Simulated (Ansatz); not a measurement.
# Which site? a vacancy of Li in glassy 80SiO2-20Li2O (mol %) (75 atoms), part 2 of 3

Aim: make a vacancy of Li at several sites of glassy 80SiO2-20Li2O (mol %) (75 atoms), relax each, and compare their energies.

Ansatz 0.2.0; Kohn-Sham DFT, PBE, PAW (set soft_2), plane waves.

The cell: 20 Si, 10 Li and 45 O. The quench rate of 20 K/ps is many orders above laboratory rates. The starting topology of bonds comes from the classical model. Only the Γ point is sampled, in a cell whose shortest periodic width is 10 Å.

So far. Step 2 (Single point at the start): The r.m.s. force at the start is 1.3 eV/Å. Step 3 (Relaxation): The relaxation converged after 16 steps, 6.62 eV below its start, with a largest force component of 0.030 eV/Å.

## (4) Single point at the relaxed geometry

The electronic structure is read at the final geometry, in a run of its own.

The input, input.yaml:

```yaml
crystal:
  lattice:
    - [9.73665, 0.0, 0.0]
    - [0.0, 9.73665, 0.0]
    - [0.0, 0.0, 9.73665]
  atoms:
    - { symbol: Si, position: [0.99609, 0.36084, 0.60914] }
    - { symbol: Si, position: [0.96222, 0.47362, 0.07216] }
    - { symbol: Si, position: [0.52028, 0.58284, 0.12237] }
    - { symbol: Si, position: [0.72024, 0.07631, 0.9626] }
    - { symbol: Si, position: [0.99653, 0.20467, 0.87853] }
    - { symbol: Si, position: [0.68797, 0.84494, 0.16088] }
    [... 63 atom lines left out ...]
    - { symbol: O, position: [0.28736, 0.22043, 0.5428] }
    - { symbol: O, position: [0.84866, 0.12831, 0.86787] }
    - { symbol: O, position: [0.02814, 0.95219, 0.39096] }
    - { symbol: O, position: [0.88208, 0.44236, 0.6966] }
    - { symbol: O, position: [0.48094, 0.82325, 0.78833] }
    - { symbol: O, position: [0.95136, 0.69058, 0.76395] }
kpoints:
  mp_grid: { grid: [1, 1, 1] }
hamiltonian:
  xc: pbe
scf:
  occupations: { method: fermi_dirac, width: 0.025 }
output:
  forces: true
  stress: true
  populations: true
  dos:
    method: { smearing: { sigma: 0.08 } }
    de: 0.1
    projected: { site_lists: { Li: [Li], O: [O], Si: [Si] } }
  eigenvalues: true
  write_density: true
  write_potential: true
  volumetric_format: npy
```

Command:

```bash
$ ansatz run input.yaml --threads 4 --pin off --max-ram 8192MiB --backend cpu --events-out ev --progress --plain --runs-dir out
```

Numbers of over 12 decimals in the logs are rounded to 6 here.

The log of the run:

```text
[...]
Crystal: 75 atoms, lattice volume = 923.057 Å³
Basis set: ecut = 420 eV, 17941 PW (Γ), exchange–correlation on 144×144×144 points (8 copies of the dense FFT grid, shifted against one another)
Bands: 265, of which v1, the nominal top of the filled ones, is band 190 counted from 1 (189 counted from 0)
Symmetry: 1 space group operations
[...]
k-points: 1
[...]
SCF iter   1: F=—  HF=-40379.530139 eV  |F-HF|=—  |Δ(HF+E_count)|=         —  Δρ=1.92e-3  dr2=4.20e-2  ethr=1.77e-3  ⟨swp⟩=6.0  Hψ=1183  notcnv=0  defer=30
[...]
SCF iter   9: F=-40379.543965 eV  HF=-40379.543965 eV  |F-HF|=1.84e-9  |Δ(HF+E_count)|=   3.03e-8  Δρ=1.31e-6  dr2=1.66e-8  ethr=2.63e-11  ⟨swp⟩=20.0  Hψ=2220  notcnv=0
SCF 1 converged in 9 iterations: F = -40379.543965 eV  dr2 = 1.66e-8
[...]
SCF converged after 9 iterations
Free energy (F): -40379.543965 eV
[...]
Internal energy: -40379.543965 eV  (E = F + TS)
E sigma→0 (E₀):  -40379.543965 eV
Fermi energy:    5.398576 eV
[...]
--- Forces (eV/Å), atoms counted from 1 ---
  atom   1  Si     0.00062059     0.00278115    -0.00445865
  atom   2  Si    -0.02117933    -0.01716911    -0.00685819
  atom   3  Si     0.00817930     0.00124132    -0.00833568
  atom   4  Si    -0.00954614    -0.00417503    -0.00653807
  atom   5  Si    -0.00611775    -0.00376893     0.00030206
  atom   6  Si    -0.00703166     0.00635904     0.00034497
  atom   7  Si     0.01098998    -0.00462952    -0.00395286
  atom   8  Si     0.00909104     0.00302615    -0.00703728
  atom   9  Si    -0.01275301     0.01563096     0.01112420
  atom  10  Si    -0.01353878    -0.00559423     0.00225029
  atom  11  Si     0.00053211     0.01300286    -0.01323083
  atom  12  Si    -0.00722971    -0.00303338    -0.00613576
  atom  13  Si    -0.00356059    -0.00700670    -0.01373599
  atom  14  Si     0.01788871     0.00310750     0.00777060
[...]
atom  74  O     -0.00181912     0.00971002    -0.00558870
  atom  75  O      0.00551169     0.00166176     0.00190400
  max |Σ_I F_I| component: 3.11e-5 eV/Å
--- Stress (GPa, compression-positive) ---
        1.200982      -0.780490       0.474076
       -0.780492       2.045603       1.294004
        0.474082       1.293999       0.251444
  P = ⅓ Tr σ = 1.1660 GPa (11.660 kbar)
--- Band table (eV) ---
[...]
--- Löwdin populations: 75 sites ---
  site symbol       q [e]
     0     Si      2.2337
     1     Si      2.2992
     2     Si      2.2716
[...]
74      O      6.7904
  spilling = 0.012903 (of n_electrons = 380.000000)
```

It took 5.6 s on 4 threads of Intel Xeon Platinum 8488C (Sapphire Rapids), shared host; peak memory 1.2 GiB; 20 s of CPU time.

The run gave:

| Item | Value |
| --- | --- |
| free energy | -40379.5440 eV |
| free energy per atom | -538.3939 eV/atom |
| SCF cycles | 9 |
| pressure | 1.166 GPa |
| r.m.s. force component | 0.00735 eV/Å |
| longest force | 0.03085 eV/Å |
| Fermi energy | 5.399 eV |
| gap (highest filled to lowest empty level) | 4.17 eV |
| spilling of the projection | 0.0129 |

Löwdin charges by element (they lack the spilled electrons, 0.065 e an atom on average):

```csv
element,coordination,atoms,mean charge (e),spread,least,most
Li,all,10,0.806,0.0143,0.783,0.829
O,all,45,-0.834,0.0803,-1.01,-0.761
Si,all,20,1.72,0.0456,1.59,1.78
```

States in the cell by windows of 1 eV, zero at the Fermi level; the larger projections on atomic orbitals stand beside the total:

```
from (eV)  to (eV)  total   O p  Si p
      -18      -17    0.8   0.0   0.1
      -17      -13    0.0   0.0   0.0
      -13      -12    3.7   2.4   0.1
      -12      -11    8.5   5.7   0.5
      -11      -10   12.7   8.7   1.2
      -10       -9   13.5   9.9   2.1
       -9       -8   25.8  19.8   5.1
       -8       -7   13.3  10.5   1.9
       -7       -6   34.0  28.2   3.0
       -6       -5   48.1  42.9   2.3
       -5       -4   53.1  49.7   1.3
       -4       -3   33.7  32.0   0.6
       -3       -2   23.6  22.4   0.6
       -2        1    0.0   0.0   0.0
        1        2    0.4   0.0   0.0
        2        3    1.6   0.0   0.0
        3        4    6.4   0.7   1.5
        4        5   14.4   1.5   4.6
```

The curve was stored every 0.10 eV, coarse against its broadening of 0.08 eV, so these counts are rough.

Between -26 and -18 eV lie 89 more states.

The stored curve holds about 360 of the 380 electrons; the rest, give or take the few that broadening carries across the Fermi level, lie in deeper levels below its range.

The levels nearest the highest filled one (over half full), pooled over k-points and spins:

```
level less the highest filled one (eV)  occupation
                                -0.564           2
                                -0.364           2
                                -0.330           2
                                -0.258           2
                                -0.141           2
                                     0           2
                                  4.17           0
                                  5.93           0
                                  5.97           0
                                  6.05           0
                                  6.15           0
                                  6.29           0
```

Electrostatic potential energy in the ac plane at fractional y = 0.460, with atoms of Si and Li and O within 0.2 Å of it. With pseudopotentials it is smooth inside the atoms' cores, unlike the true potential.

Values in eV, 13 rows by 16 columns, each cell a mean:
```
  4   8   7  -5 -35 -37  -9   6   8   9   9  10   9   4   3   2
  9   9   7  -3 -28 -30  -5   7   8   8   9   8   6   5   6   8
  8   9   9   7   4   2   2   6   1   3   7   8   4   0   1   7
  6   7   9   9   9   9   8   0 -24 -14   5   8   6 -18 -32  -2
 -1   2   0   7   8   8   8   4  -5  -1   6   9   9  -4 -18  -3
 -1 -17 -36  -9   0   2 -11  -8   6   7   9  10  10   9   6   0
  6   1  -9  -4 -12  -8 -34 -28   4   8   9  10  10  10   9   7
  6   5   6   2  -2   2   0   1   5   8  10  10  10   9   9   8
  5   4   6   3   2   7   7   7   6   8   9  10   9   9   8   7
  7   7   8   7   7   8   8   7   7   7   8   9  10   2 -12   4
  3   8   9   9   8   7   7   5   1 -19 -10   9  10   0 -20  -6
-23   4   9   9   7   7   6   4  -2 -28 -18   8   9   4 -20 -37
-20   4   8   5  -2  -3   4   6   6   6   8  10   9   4 -16 -35
```
Columns run along a (9.7 Å; values clipped at the 3rd and 97th percentile), rows up along c (9.7 Å). Atoms in or near the plane, at fractional coordinates: Si at (0.96, 0.07), Si at (0.31, 0.92), Li at (0.54, 0.71), O at (0.42, 0.50), O at (0.60, 0.13), O at (0.14, 0.56), O at (0.88, 0.70).

Valence density in the ac plane at fractional y = 0.460, with atoms of Si and Li and O within 0.2 Å of it. It is the smooth field of the valence electrons, not physical close to the nuclei.

Values in e/Å³, 13 rows by 16 columns, each cell a mean:
```
0.1 0.1 0.1 0.2 0.2 0.2 0.3 0.1 0.0 0.0 0.0 0.0 0.2 0.7 0.5 0.2
0.0 0.1 0.3 0.4 0.3 0.5 0.5 0.2 0.0 0.0 0.0 0.0 0.1 0.2 0.2 0.1
0.0 0.1 0.2 0.2 0.2 0.6 0.8 0.3 0.2 0.1 0.1 0.1 0.1 0.4 0.5 0.2
0.1 0.0 0.1 0.0 0.1 0.2 0.2 0.2 3.9 1.7 0.1 0.1 0.2 2.4 4.4 0.9
0.2 0.5 0.8 0.3 0.1 0.1 0.1 0.1 0.5 0.2 0.0 0.0 0.1 1.3 2.5 0.7
0.3 2.2 5.2 1.3 0.2 0.4 1.8 1.6 0.2 0.0 0.0 0.0 0.0 0.1 0.2 0.2
0.1 0.7 1.6 0.6 0.3 0.9 4.5 3.8 0.4 0.1 0.0 0.0 0.0 0.0 0.0 0.1
0.0 0.1 0.1 0.2 0.3 0.3 0.7 0.6 0.2 0.1 0.1 0.0 0.0 0.0 0.0 0.0
0.0 0.0 0.1 0.7 0.7 0.2 0.1 0.1 0.0 0.0 0.0 0.0 0.0 0.1 0.1 0.1
0.1 0.0 0.1 0.3 0.4 0.1 0.1 0.1 0.1 0.2 0.1 0.0 0.1 0.8 2.0 0.6
0.2 0.2 0.1 0.1 0.1 0.0 0.0 0.1 0.6 2.6 1.8 0.2 0.1 0.9 2.4 0.9
0.3 0.3 0.1 0.1 0.2 0.1 0.1 0.1 0.8 3.7 2.6 0.3 0.1 0.2 0.4 0.3
0.3 0.1 0.1 0.2 0.4 0.3 0.2 0.1 0.1 0.3 0.2 0.1 0.1 0.4 0.5 0.2
```
Columns run along a (9.7 Å), rows up along c (9.7 Å). Atoms in or near the plane, at fractional coordinates: Si at (0.96, 0.07), Si at (0.31, 0.92), Li at (0.54, 0.71), O at (0.42, 0.50), O at (0.60, 0.13), O at (0.14, 0.56), O at (0.88, 0.70).

Between filled and empty levels lie 4.17 eV (at Γ alone); a semilocal functional tends to put such gaps too low. In a disordered cell it changes from sample to sample, and tail or defect levels can set it. Mean Löwdin charges: Li +0.81, O -0.83, Si +1.72 e (they miss 1.3 % of the electrons, so they add up to more than the cell's charge).

## (5) Vacancy of Li, site Li30

The site has 3 bonded neighbours (O3) at 1.91 Å on average, by cutoffs that count no bonds between two metal atoms or like ions. The change is made in the relaxed cell and the atoms are relaxed again, with spin allowed.

The input, input.yaml:

```yaml
crystal:
  lattice:
    - [9.73665, 0.0, 0.0]
    - [0.0, 9.73665, 0.0]
    - [0.0, 0.0, 9.73665]
  atoms:
    [... atom lines 1 to 26 left out ...]
    - { symbol: Li, position: [0.53882, 0.45189, 0.71223] }
    - { symbol: Li, position: [0.01726, 0.77616, 0.28538] }
    - { symbol: Li, position: [0.66263, 0.98062, 0.43383] }
    - { symbol: O, position: [0.6851, 0.20018, 0.06738] }
    - { symbol: O, position: [0.89082, 0.41629, 0.21711] }
    - { symbol: O, position: [0.67586, 0.60136, 0.76113] }
    - { symbol: O, position: [0.40714, 0.58072, 0.99771] }
    [... atom lines 34 to 74 left out ...]
magnetization:
  spin_polarized: true
kpoints:
  mp_grid: { grid: [1, 1, 1] }
hamiltonian:
  xc: pbe
scf:
  occupations: { method: fermi_dirac, width: 0.025 }
  lower_state_search: "off"
output:
  forces: true
  eigenvalues: true
relax:
  f_tol: 0.05
  max_steps: 90
```

The log of the run:

```text
[...]
Crystal: 74 atoms, lattice volume = 923.057 Å³
Basis set: ecut = 420 eV, 17941 PW (Γ), exchange–correlation on 144×144×144 points (8 copies of the dense FFT grid, shifted against one another)
Bands: 264, of which v1, the nominal top of the filled ones, is band 189 counted from 1 (188 counted from 0)
Symmetry: 1 space group operations
[...]
k-points: 1
[...]
Starting moments: Σ|m| = 1.8 μB on 3 of 74 sites
[...]
SCF iter   1: F=—  HF=-40212.102553 eV  |F-HF|=—  |Δ(HF+E_count)|=         —  Δρ=6.18e-2 (↑5.87e-2 ↓6.18e-2)  dr2=1.40e2  dr2_m=7.91e-1  M=1.000 μB ∫|m|=1.245 μB  β_m=0.30  ethr=3.10e-3  ⟨swp⟩=6.0  Hψ=2346  notcnv=0  defer=42
[...]
spin=Collinear: Resta preconditioning applied to the charge; magnetization (m = ρ↑ − ρ↓) channel mixes plain (no charge-response kernel on spin).
SCF iter   2: F=—  HF=-40179.468925 eV  |F-HF|=—  |Δ(HF+E_count)|=    3.26e1  Δρ=3.13e-2 (↑2.73e-2 ↓3.13e-2)  dr2=3.66e1  dr2_m=4.99e-1  M=0.964 μB ∫|m|=1.154 μB  β_m=0.30  ethr=3.10e-3  ⟨swp⟩=3.0  Hψ=992  notcnv=0  defer=136
SCF iter   3: F=—  HF=-40172.568633 eV  |F-HF|=—  |Δ(HF+E_count)|=    6.90e0  Δρ=2.41e-2 (↑1.68e-2 ↓2.41e-2)  dr2=1.35e1  dr2_m=5.13e-1  M=1.000 μB ∫|m|=1.209 μB  β_m=0.30  ethr=3.10e-3  ⟨swp⟩=3.0  Hψ=916  notcnv=0  defer=136
[...]
SCF iter   8: F=—  HF=-40170.184301 eV  |F-HF|=—  |Δ(HF+E_count)|=   5.14e-2  Δρ=8.08e-3 (↑2.93e-3 ↓8.08e-3)  dr2=1.52e0  dr2_m=8.33e-2  M=0.995 μB ∫|m|=1.118 μB  β_m=0.30  ethr=4.38e-4  ⟨swp⟩=1.5  Hψ=513  notcnv=0  defer=136
[...]
spin-set hold released at iteration 8 (site moments contracting): the magnetisation degrees of freedom join the quasi-Newton model from the next iteration; the mixer history was flushed
SCF iter   9: F=—  HF=-40170.496736 eV  |F-HF|=—  |Δ(HF+E_count)|=   3.12e-1  Δρ=1.90e-2 (↑2.48e-3 ↓1.90e-2)  dr2=4.72e0  dr2_m=7.45e-1  M=0.997 μB ∫|m|=1.179 μB  β_m=0.17  ethr=4.04e-4  ⟨swp⟩=4.0  Hψ=702  notcnv=0  defer=136  recentre
SCF iter  10: F=—  HF=-40170.114017 eV  |F-HF|=—  |Δ(HF+E_count)|=   3.83e-1  Δρ=3.60e-3 (↑2.09e-3 ↓3.60e-3)  dr2=1.48e-1  dr2_m=4.59e-2  M=0.983 μB ∫|m|=1.075 μB  β_m=0.26  ethr=4.04e-4  ⟨swp⟩=2.0  Hψ=899  notcnv=0  defer=136
[...]
SCF iter  22: F=-40170.160680 eV  HF=-40170.160686 eV  |F-HF|=5.61e-6  |Δ(HF+E_count)|=   6.49e-8  Δρ=2.14e-5 (↑3.15e-6 ↓2.14e-5)  dr2=7.08e-6  dr2_m=1.05e-6  M=0.996 μB ∫|m|=1.081 μB  β_m=0.38  ethr=8.54e-9  ⟨swp⟩=2.0  Hψ=1281  notcnv=0
SCF iter  23: F=-40170.160684 eV  HF=-40170.160686 eV  |F-HF|=1.57e-6  |Δ(HF+E_count)|=   1.41e-8  Δρ=1.17e-5 (↑1.80e-6 ↓1.17e-5)  dr2=1.98e-6  dr2_m=3.16e-7  M=0.996 μB ∫|m|=1.081 μB  ethr=1.88e-9  ⟨swp⟩=2.0  Hψ=1280  notcnv=0
SCF 1 converged in 23 iterations: F = -40170.160684 eV  dr2 = 1.98e-6
[...]
relax step   1: F+E_penalty+E_count = -40170.16068445 eV  Δ(F+E_penalty+E_count) = +0.000e0 eV  max|allowed force component| = 1.477e0 eV/Å  Δτ_max = 0.0000 Å  (23 SCF iters, dr2 threshold 6.25e-5 eV, accepted)
[... from here on, the SCF cycles and remarks between the steps are left out ...]
relax step   2: F+E_penalty+E_count = -40170.39438765 eV  Δ(F+E_penalty+E_count) = -2.337e-1 eV  max|allowed force component| = 9.860e-1 eV/Å  Δτ_max = 0.0807 Å  (11 SCF iters, dr2 threshold 1.00e-4 eV, accepted)
relax step   3: F+E_penalty+E_count = -40170.59189838 eV  Δ(F+E_penalty+E_count) = -1.975e-1 eV  max|allowed force component| = 2.009e-1 eV/Å  Δτ_max = 0.1965 Å  (15 SCF iters, dr2 threshold 6.08e-5 eV, accepted)
relax step   4: F+E_penalty+E_count = -40170.63917151 eV  Δ(F+E_penalty+E_count) = -4.727e-2 eV  max|allowed force component| = 2.363e-1 eV/Å  Δτ_max = 0.1214 Å  (18 SCF iters, dr2 threshold 2.52e-6 eV, accepted)
relax step   5: F+E_penalty+E_count = -40170.70266379 eV  Δ(F+E_penalty+E_count) = -6.349e-2 eV  max|allowed force component| = 2.786e-1 eV/Å  Δτ_max = 0.1931 Å  (15 SCF iters, dr2 threshold 3.49e-6 eV, accepted)
relax step   6: F+E_penalty+E_count = -40170.74064801 eV  Δ(F+E_penalty+E_count) = -3.798e-2 eV  max|allowed force component| = 2.687e-1 eV/Å  Δτ_max = 0.1962 Å  (13 SCF iters, dr2 threshold 7.76e-5 eV, accepted)
relax step   7: F+E_penalty+E_count = -40170.76878502 eV  Δ(F+E_penalty+E_count) = -2.814e-2 eV  max|allowed force component| = 1.593e-1 eV/Å  Δτ_max = 0.1248 Å  (11 SCF iters, dr2 threshold 6.72e-5 eV, accepted)
relax step   8: F+E_penalty+E_count = -40170.80813717 eV  Δ(F+E_penalty+E_count) = -3.935e-2 eV  max|allowed force component| = 2.999e-1 eV/Å  Δτ_max = 0.1210 Å  (9 SCF iters, dr2 threshold 8.92e-6 eV, accepted)
relax step   9: F+E_penalty+E_count = -40170.76488783 eV  Δ(F+E_penalty+E_count) = +4.325e-2 eV  max|allowed force component| = 5.042e-1 eV/Å  Δτ_max = 0.1953 Å  (9 SCF iters, dr2 threshold 3.16e-5 eV, rejected (line search))
relax step  10: F+E_penalty+E_count = -40170.84847788 eV  Δ(F+E_penalty+E_count) = -4.034e-2 eV  max|allowed force component| = 1.431e-1 eV/Å  Δτ_max = 0.0950 Å  (11 SCF iters, accepted)
relax step  11: F+E_penalty+E_count = -40170.85713872 eV  Δ(F+E_penalty+E_count) = -8.661e-3 eV  max|allowed force component| = 1.479e-1 eV/Å  Δτ_max = 0.0963 Å  (7 SCF iters, dr2 threshold 4.66e-6 eV, accepted)
relax step  12: F+E_penalty+E_count = -40170.86600242 eV  Δ(F+E_penalty+E_count) = -8.864e-3 eV  max|allowed force component| = 7.128e-2 eV/Å  Δτ_max = 0.0318 Å  (6 SCF iters, dr2 threshold 4.98e-6 eV, accepted)
relax step  13: F+E_penalty+E_count = -40170.82175422 eV  Δ(F+E_penalty+E_count) = +4.425e-2 eV  max|allowed force component| = 3.565e-1 eV/Å  Δτ_max = 0.1059 Å  (10 SCF iters, rejected (line search))
relax step  14: F+E_penalty+E_count = -40170.87098519 eV  Δ(F+E_penalty+E_count) = -4.983e-3 eV  max|allowed force component| = 3.217e-2 eV/Å  Δτ_max = 0.0238 Å  (9 SCF iters, accepted)
SCF converged after 9 iterations
Magnetization: 1.0000 μB (189.0000 up, 188.0000 down)
Absolute magnetization: 1.0950 μB (∫|ρ↑−ρ↓|, with the PAW one-centre terms)
[...]
Per-site moments (μB) at R_I (Å): [(6.237311338331e-6, 0.663569), (-1.2625211780067475e-5, 0.654120), (9.888712672620344e-5, 0.668814), (1.3603252493974327e-6, 0.662147), (2.969386432732423e-6, 0.663202), [...]
Free energy (F): -40170.870985 eV
[...]
Internal energy: -40170.870983 eV  (E = F + TS)
E sigma→0 (E₀):  -40170.870984 eV
Entropy (-TS):   -0.000002 eV (-0.000 meV/atom)
Fermi energy:    3.513348 eV
[...]
Σ components = -40170.870985   (vs F -40170.870985, Δ=0.00e0)
--- Forces (eV/Å), atoms counted from 1 ---
  atom   1  Si    -0.00921895     0.00223260     0.01222964
  atom   2  Si    -0.01353483    -0.00244839     0.01795769
  atom   3  Si    -0.00384976    -0.00082952    -0.00309430
  atom   4  Si    -0.00286734    -0.00231207     0.00222631
[...]
atom  74  O     -0.00752782    -0.00710584     0.01519835
  max |Σ_I F_I| component: 6.72e-5 eV/Å
--- Band table (eV) ---
[...]
--- Relaxed structure (14 steps of the walk, 12 accepted, 0 SCFs on fresh bases) ---
  F+E_penalty+E_count = -40170.87098519 eV   max|allowed force component| = 3.217e-2 eV/Å
  atoms:
    - { symbol: Si, position: [0.995314, 0.362158, 0.607274] }
    - { symbol: Si, position: [0.952939, 0.467970, 0.067839] }
    - { symbol: Si, position: [0.509607, 0.588012, 0.126955] }
    - { symbol: Si, position: [0.722943, 0.078851, 0.971244] }
[...]
- { symbol: O, position: [0.947571, 0.684514, 0.764825] }
```

It took 2.3 min on 4 threads; peak memory 1.8 GiB; 8.8 min of CPU time.

The relaxation converged after 14 steps, 0.710 eV below its start, with a largest force component of 0.032 eV/Å.

The surroundings of the place of the removed atom, after relaxation: 13 atoms, nearest first, with positions taken from that point. Atoms keep their numbers of the cell before the removal, where the removed atom was number 30.

```
atom      x      y      z  distance (Å)  bonds  moment (μB)
 O57   1.79  -0.37   0.70          1.96      2         0.01
 O40  -0.52   1.00   1.64          1.98      2         0.35
 O68  -1.78  -0.65  -0.69          2.01      3         0.00
Li25  -1.57  -0.76   1.31          2.18      3         0.00
Li28  -2.19   1.06  -0.07          2.43      3         0.00
 O34   1.69  -0.63  -1.99          2.68      3         0.00
 Si3   2.64  -0.57  -0.66          2.78      4         0.00
 O56   0.03  -2.54   1.27          2.84      2         0.00
 O66   0.33  -2.78  -1.36          3.11      2         0.00
 O51  -1.40   2.80  -0.67          3.20      3         0.00
Si17   0.66  -1.74  -2.64          3.23      4         0.00
Si13   2.36  -0.42   2.23          3.27      4         0.00
Si19   0.23   1.49   2.99          3.35      4         0.00
```

The column of bonds counts only the pairs O-Si within 2.08 Å, O-Li within 2.27 Å; other neighbours, such as metal atoms beside each other in a compound, aren't counted, and periodic images can show an atom twice.

The largest move is 0.97 Å, by Li28.

(Part 2 of 3 ends here.)

[Logs are printed without paths, hosts, clocks, repeated set-up lines and the standing remarks that a program may print on its own settings, such as how far it seeks lower states.]

[Hosts, paths, dates, database ids (printed as entryN), source tags and the programs' standing remarks are cut or masked in the printed files.]
